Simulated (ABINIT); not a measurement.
# Diamond (Fd-3m, 2 atoms a cell): G0W0 with ABINIT, start to end, part 3 of 3

Aim: the G0W0 gap of Diamond (Fd-3m, 2 atoms a cell) on PBE, step by step.

ABINIT 10.8.3; PBE and many-body steps on it, plane waves. Known limits of the many-body steps: not at the basis limit.

So far. Step 4 (Empty states on the mesh, 8×8×8 mesh, 64 bands): On this mesh the gap is 4.190 eV. Step 5 (Screening, 8×8×8 mesh, 56 bands, screening to 217.7 eV): Local fields lower ε∞ by 7 %.

### Step 6. Self-energy, 8×8×8 mesh, 56 bands, screening to 217.7 eV

The self-energy is evaluated for the states that the input lists, and the levels follow from it, in one-shot runs by the linearised quasiparticle equation.

This step: G0W0 on PBE, plane waves, norm-conserving pseudopotentials.

File run.abi:

```
acell 3*1.0 Angstrom
rprim 
  -0.000000000000 1.783370000000 1.783370000000
  1.783370000000 -0.000000000000 1.783370000000
  1.783370000000 1.783370000000 0.000000000000
ntypat 1
znucl 6
natom 2
typat 1 1
xred 
  -0.000000000000 0.000000000000 0.000000000000
  0.250000000000 0.250000000000 0.250000000000
pp_dirpath "pseudos"
pseudos "C.upf"
ecut 37
ngkpt 8 8 8
nshiftk 1
shiftk 0 0 0
kptopt 1
chksymbreak 0
istwfk *1
occopt 1
irdwfk 1
optdriver 4
nband 56
gwcalctyp 0
ecutsigx 37
symsigma 1
nkptgw 2
kptgw 
  0.0000000000 0.0000000000 0.0000000000
  0.3750000000 0.3750000000 0.0000000000
bdgw 
  2 7
  3 6
ecuteps 8
irdscr 1
ppmodel 1
indata_prefix "in"
outdata_prefix "out"
tmpdata_prefix "tmp"
```

Run with:

```console
$ OMP_NUM_THREADS=1 mpirun -n 4 abinit run.abi > log
```

Numbers of over 12 decimals in the logs are rounded to 6 here.

What it wrote:

```text
.Version 10.8.3 of ABINIT. v10.8.2 released Aug 2026.

 Symmetries : space group Fd -3 m (#227); Bravais cF (face-center cubic)
[... echo of the input left out ...]
== DATASET  1 ==================================================================
-   mpi_nproc: 4, omp_nthreads: 1 (-1 if OMP is not activated)

--- !DatasetInfo
iteration_state: {dtset: 1, }
dimensions: {natom: 2, nkpt: 29, mband: 56, nsppol: 1, nspinor: 1, nspden: 1, mpw: 869, }
cutoff_energies: {ecut:  37.0, pawecutdg:  -1.0, }
electrons: {nelect:   8.00000000E+00, charge:   0.00000000E+00, occopt:   1.00000000E+00, tsmear:   1.00000000E-02, }

 SIGMA: Calculation of the GW corrections

 Based on a program developped by R.W. Godby, V. Olevano, G. Onida, and L. Reining.
 Incorporated in ABINIT by V. Olevano, G.-M. Rignanese, and M. Torrent.
.Using double precision arithmetic ; gwpc =  8

[... cell and pseudopotentials left out ...]
--------------------------------------------------------------------------------

 ==== K-mesh for the wavefunctions ====
 Number of points in the irreducible wedge :    29
[... list of points left out ...]
 Together with 48 symmetry operations and time-reversal symmetry
 yields   512 points in the full Brillouin Zone.

 ==== Q-mesh for screening function ====
 Number of points in the irreducible wedge :    29
[... list of points left out ...]
 Together with 48 symmetry operations and time-reversal symmetry
 yields   512 points in the full Brillouin Zone.

 vcoul_init : cutoff-mode = AUXILIARY_FUNCTION
 q-points for optical limit:   1
     1)      0.000010    0.000020    0.000030
 setmesh: FFT mesh size selected  =    32x   32x   32
          total number of points  =        32768

 Number of electrons calculated from density =    8.0000; Expected =    8.0000
 average of density, n =  0.104505
 r_s =    1.3170
 omega_plasma =   31.1835 [eV]

 === KS Band Gaps ===
  >>>> For spin  1
   Minimum direct gap =   5.6255 [eV], located at k-point      :   0.0000  0.0000  0.0000
   Fundamental gap    =   4.1901 [eV], Top of valence bands at :   0.0000  0.0000  0.0000
                                       Bottom of conduction at :   0.3750  0.3750  0.0000
 SIGMA fundamental parameters:
 PLASMON POLE MODEL  1
 number of plane-waves for SigmaX                  869
 number of plane-waves for SigmaC and W             65
 number of plane-waves for wavefunctions           869
 number of bands                                    56
 number of independent spin polarizations            1
 number of spinorial components                      1
 number of k-points in IBZ                          29
 number of q-points in IBZ                          29
 number of symmetry operations                      48
 number of k-points in BZ                          512
 number of q-points in BZ                          512
 number of frequencies for dSigma/dE                 9
 frequency step for dSigma/dE [eV]                0.25
 number of omega for Sigma on real axis              0
 max omega for Sigma on real axis  [eV]           0.00
 zcut for avoiding poles [eV]                     0.10

 EPSILON^-1 parameters (SCR file):
 dimension of the eps^-1 matrix on file             65
 dimension of the eps^-1 matrix used                65
 number of plane-waves for wavefunctions           869
 number of bands                                    56
 number of q-points in IBZ                          29
 number of frequencies                               2
 number of real frequencies                          1
 number of imag frequencies                          1

 matrix elements of self-energy operator (all in [eV])

 Perturbative Calculation

--- !SelfEnergy_ee
iteration_state: {dtset: 1, }
kpoint     : [   0.000,    0.000,    0.000, ]
spin       : 1
KS_gap     :    5.626
QP_gap     :    7.356
Delta_QP_KS:    1.731
data: !SigmaeeData |
     Band     E0 <VxcDFT>   SigX SigC(E0)      Z dSigC/dE  Sig(E)    E-E0       E
        2  10.293 -16.962 -19.293   1.611   0.832  -0.202 -17.561  -0.598   9.695
        3  10.293 -16.962 -19.293   1.611   0.832  -0.202 -17.561  -0.598   9.695
        4  10.293 -16.962 -19.293   1.611   0.832  -0.202 -17.561  -0.598   9.695
        5  15.918 -15.643  -9.539  -4.744   0.833  -0.201 -14.510   1.133  17.051
        6  15.918 -15.643  -9.539  -4.744   0.833  -0.201 -14.510   1.133  17.051
        7  15.918 -15.643  -9.539  -4.744   0.833  -0.201 -14.510   1.133  17.051

--- !SelfEnergy_ee
iteration_state: {dtset: 1, }
kpoint     : [   0.375,    0.375,    0.000, ]
spin       : 1
KS_gap     :    9.944
QP_gap     :   11.586
Delta_QP_KS:    1.642
data: !SigmaeeData |
     Band     E0 <VxcDFT>   SigX SigC(E0)      Z dSigC/dE  Sig(E)    E-E0       E
        3   4.539 -15.969 -20.469   3.270   0.818  -0.223 -16.974  -1.006   3.533
        4   4.539 -15.969 -20.469   3.270   0.818  -0.223 -16.974  -1.006   3.533
        5  14.483 -14.094  -8.673  -4.666   0.842  -0.187 -13.458   0.636  15.119
        6  17.096 -13.238  -7.304  -5.206   0.843  -0.186 -12.624   0.614  17.710

== END DATASET(S) ==============================================================
================================================================================

 -outvars: echo values of variables after computation  --------
           etotal      0.0000000000E+00
            nband          56
             nkpt          29
          spgroup         227
 [... the other variables as echoed above ...]

 Calculation completed.
```

Wall time 4 s (4 MPI ranks of Arm Neoverse V1, shared host); peak memory 0.56 GiB; 16 s of CPU time.

This step gave:

```yaml
g0w0_gap_on_the_points_computed: 5.424 eV
starting_gap_on_the_mesh: 4.190 eV
k_of_the_valence_top: 0, 0, 0
k_of_the_conduction_bottom: 0.375, 0.375, 0
z_at_the_valence_top: 0.832
z_at_the_conduction_bottom: 0.842
least_direct_g0w0_gap_on_the_computed_points: 7.356 eV
```

The gap on the mesh goes from 4.19 eV to 5.42 eV, a correction of +1.23 eV. The start differs from the 4.23 eV found before because the two sample other k points.

Limits: finite bands, cutoff and mesh. v1 is the top filled band, c1 the lowest empty one. Levels before and after the correction, in eV, zero at the valence-band top of each column:

```csv
,conduction bottom,valence top
Kohn-Sham,4.19,0.00
G0W0,5.42,0.00
```

```csv
,level,energy (eV)
Kohn-Sham,Γ v3-v1,0.000
Kohn-Sham,Γ c1-c3,5.626
Kohn-Sham,(0.375 0.375 0) v2-v1,-5.754
Kohn-Sham,(0.375 0.375 0) c1,4.190
Kohn-Sham,(0.375 0.375 0) c2,6.803
G0W0,Γ v3-v1,0.000
G0W0,Γ c1-c3,7.356
G0W0,(0.375 0.375 0) v2-v1,-6.162
G0W0,(0.375 0.375 0) c1,5.424
G0W0,(0.375 0.375 0) c2,8.015
```

### Step 7. Where the time went

Times are wall times on 4 MPI ranks of Arm Neoverse V1, shared host, good to a factor of about two.

```csv
step,time,share,memory (GiB)
ground state,3.9 s,8 %,0.24
bands along the symmetry lines,2.9 s,6 %,0.07
empty states on the mesh,7.4 s,15 %,0.28
screening,32 s,63 %,0.6
self-energy,4 s,8 %,0.56
```

### Step 8. Results

* PBE gap: 4.19 eV, indirect
* G0W0 gap on the mesh: 5.42 eV
* GW settings: 8×8×8 mesh, 56 bands, screening to 217.7 eV, Godby-Needs plasmon pole
* known limits: not at the basis limit

In words: G0W0 moves the gap on the mesh from 4.19 eV to 5.42 eV (+1.23 eV), with Z of 0.83 and 0.84 at the edges. Local fields lower the RPA ε∞ on this mesh from 5.95 to 5.53. Only 2 of the mesh's irreducible points were corrected, so a valley elsewhere could overtake. The dearest step here is «screening». Against experiment, by G0W0@PBE: the gap of 5.42 eV lies −0.08 eV from the measured 5.5 eV (kind not stated, quoted 2019); the gap of 5.42 eV lies −0.05 eV from the measured 5.47 eV (kind not stated, quoted 2024). The calculation has static nuclei and no excitons; a measured gap holds zero-point and thermal motion, which mostly lowers it. Bands and cutoff are finite, so the gap is not at the basis limit. The miss can reach some tenths of an eV and take either sign; the mesh is an error of its own. In the G0W0 run levels were corrected at 2 k points alone, so a gap called «on the mesh» is the least over those, and an edge elsewhere would be missed.

[Paths, hosts, dates, memory and timing lines, banners, echoed tables and standing remarks are left out of the program output.]

[Logs are printed without paths, hosts, clocks, repeated set-up lines and the standing remarks that a program may print on its own settings, such as how far it seeks lower states.]

[Runs of the session that timed out or met a known fault of the program may be left out.]

[Hosts, paths, dates, database ids (printed as entryN), source tags and the programs' standing remarks are cut or masked in the printed files.]

[G0W0 gaps are taken among the corrected bands and points alone; a level outside them can change the order at an edge.]

[Where Ansatz stands beside ABINIT at settings called matched, ABINIT's density can come from a denser mesh and the files from another edition; pairs whose starting gaps differed by over 0.03 eV were left out, so agreement reads better than it is.]
